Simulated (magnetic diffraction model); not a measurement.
# LiYbSiO4 below its ordering temperature

Space group Pnma (no. 62), a = 10.7450 Å, b = 6.4010 Å, c = 5.0180 Å.

| site | atom | x | y | z |
| --- | --- | --- | --- | --- |
| 4c | Yb | 0.7209 | 1/4 | 0.9847 |
| 4c | Si | 0.8960 | 1/4 | 0.4440 |
| 4c | O | 0.8896 | 1/4 | 0.7545 |
| 4c | O | 0.5372 | 1/4 | 0.1736 |
| 8d | O | 0.1689 | 0.5545 | 0.7003 |
| 4a | Li | 1/2 | 1/2 | 1/2 |

The compound is invented for this exercise: a known structure type with other elements, its cell scaled to their sizes and not relaxed.

Only Yb is taken to order (form factors of Yb3+); orders and moment sizes are assumed, and not adapted to the symmetry. Radiation: neutrons of λ = 4.2 Å, 3° to 100°; isotropic B of 0.55 Å² (Yb), 0.81 Å² (Si), 0.94 Å² (O) and 1.09 Å² (Li). Simulated constant-wavelength pattern: nuclear and magnetic terms add, the magnetic one as |2.695 fm × Σ f S⊥ exp(2πi Q·r) exp(−B s²)|², summed over all Q at one angle with the factor 1/(sin²θ cos θ). For collinear order S is the moment m, which repeats by lattice and centring translations R with the sign exp(−2πi k·R). Free-ion form factors, Sears's scattering lengths of 1992, no absorption; a label names one of the reflections at its angle. The strongest nuclear line in the range is 100, and lines under 0.2 are left out.

Above the ordering temperature:

```csv
2θ (°),index,I
46.02,(2 0 0),77.9
55.02,(1 0 1),100.0
61.37,(2 1 0),22.6
64.25,(0 1 1),6.4
69.02,(1 1 1),98.2
69.87,(2 0 1),5.4
82.01,(0 2 0),97.3
82.59,(2 1 1),8.2
92.17,(3 0 1),22.1
99.59,(2 2 0),1.7
```

Below it (cell unchanged):

```tsv
2θ (°)	I
38.30	26.5
46.02	77.9
55.02	121.4
61.37	30.7
64.25	6.4
69.02	99.3
69.87	5.5
82.01	97.3
82.59	8.2
92.17	25.1
99.59	2.8
```

**Question.** Find the propagation vector, then choose among these models:
A. collinear moments along [010], 2.3 μB on Yb; signs + at (0.7209, 1/4, 0.9847), + at (0.2209, 1/4, 0.5153), − at (0.2791, 3/4, 0.0153), − at (0.7791, 3/4, 0.4847)
B. collinear moments along [100], 2.3 μB on Yb; signs + at (0.7209, 1/4, 0.9847), + at (0.2209, 1/4, 0.5153), − at (0.2791, 3/4, 0.0153), − at (0.7791, 3/4, 0.4847)
C. collinear moments along [100], 2.3 μB on Yb; signs + at (0.7209, 1/4, 0.9847), − at (0.2209, 1/4, 0.5153), + at (0.2791, 3/4, 0.0153), − at (0.7791, 3/4, 0.4847)
D. collinear moments along [010], 2.3 μB on Yb; signs + at (0.7209, 1/4, 0.9847), − at (0.2209, 1/4, 0.5153), + at (0.2791, 3/4, 0.0153), − at (0.7791, 3/4, 0.4847)

No line moves, and magnetic intensity falls on nuclear lines such as the one at 55.02°; new lines at (0 1 0) have whole indices that obey the lattice centring, at places with no nuclear intensity to speak of, so the magnetic cell equals the chemical primitive cell: k = 0.

Magnetic intensity, observed (below minus above) and for each model:

| 2θ (°) | index | observed | A | B | C | D |
| --- | --- | --- | --- | --- | --- | --- |
| 38.30 | (0 1 0) | 26.5 | <0.2 | 26.5 | <0.2 | <0.2 |
| 44.90 | (1 1 0) | <0.2 | <0.2 | <0.2 | 28.1 | 10.0 |
| 49.48 | (0 0 1) | <0.2 | <0.2 | <0.2 | 16.3 | 16.3 |
| 55.02 | (1 0 1) | 21.4 | 26.1 | 21.4 | 0.2 | 0.2 |
| 61.37 | (2 1 0) | 8.1 | 11.5 | 8.1 | <0.2 | <0.2 |
| 69.87 | (2 0 1) | 0.1 | 0.1 | 0.1 | 8.4 | 15.8 |
| 84.42 | (3 1 0) | <0.2 | <0.2 | <0.2 | 2.4 | 7.7 |
| 92.17 | (3 0 1) | 3.1 | 9.1 | 3.1 | <0.2 | 0.1 |

Model B matches.

The structure used: k = (0 0 0), collinear moments along [100], 2.3 μB on Yb; signs + at (0.7209, 1/4, 0.9847), + at (0.2209, 1/4, 0.5153), − at (0.2791, 3/4, 0.0153), − at (0.7791, 3/4, 0.4847).

[Logs are printed without paths, hosts, clocks, repeated set-up lines and the standing remarks that a program may print on its own settings, such as how far it seeks lower states.]
